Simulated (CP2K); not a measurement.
Consider thioformaldehyde at its PBE geometry (Å).

```xyz
4

C    -0.1071    0.0128    0.0251
S     1.4533   -0.1775   -0.3401
H    -0.6953    0.8621   -0.3461
H    -0.6510   -0.6974    0.6611
```

Method: CP2K XAS_TDP, all-electron GAPW, PBEh(45%), aug-cc-pVTZ, TDA, no relativity.

Question: Where do the C K-edge lines lie, and how strong are they?

Leading lines: C1 279.75 eV. The leading line of an atom is its first one with 35 % of the strongest within 2.5 eV of its lowest line over the strength cut. 

The first six lines of each atom with a strength over 0.0015:

| atom | energy (eV) | states | strength, one atom |
| --- | --- | --- | --- |
| C1 (bonded to S and 2 H) | 279.75 | 1 | 0.0647 |
|  | 285.54 | 1 | 0.0027 |
|  | 286.21 | 1 | 0.0274 |
|  | 286.84 | 1 | 0.0106 |
|  | 287.27 | 1 | 0.0053 |
|  | 287.31 | 1 | 0.0193 |

Lines are vertical, at one geometry, with no vibrational structure. Without a correction of the core level, line positions, and the gaps between valence and Rydberg lines, follow the share of exact exchange. At this level such K lines come out 3 to 6 eV under measured ones. These values hold no scalar relativity, about 0.1 eV for C 1s. Rydberg lines, and the discretised continuum above threshold, depend on the basis and the box.

[Banner, clock and machine lines of the logs are left out without a mark of their own.]

[Logs are printed without paths, hosts, clocks, repeated set-up lines and the standing remarks that a program may print on its own settings, such as how far it seeks lower states.]

[Hosts, paths, dates, database ids (printed as entryN), source tags and the programs' standing remarks are cut or masked in the printed files.]
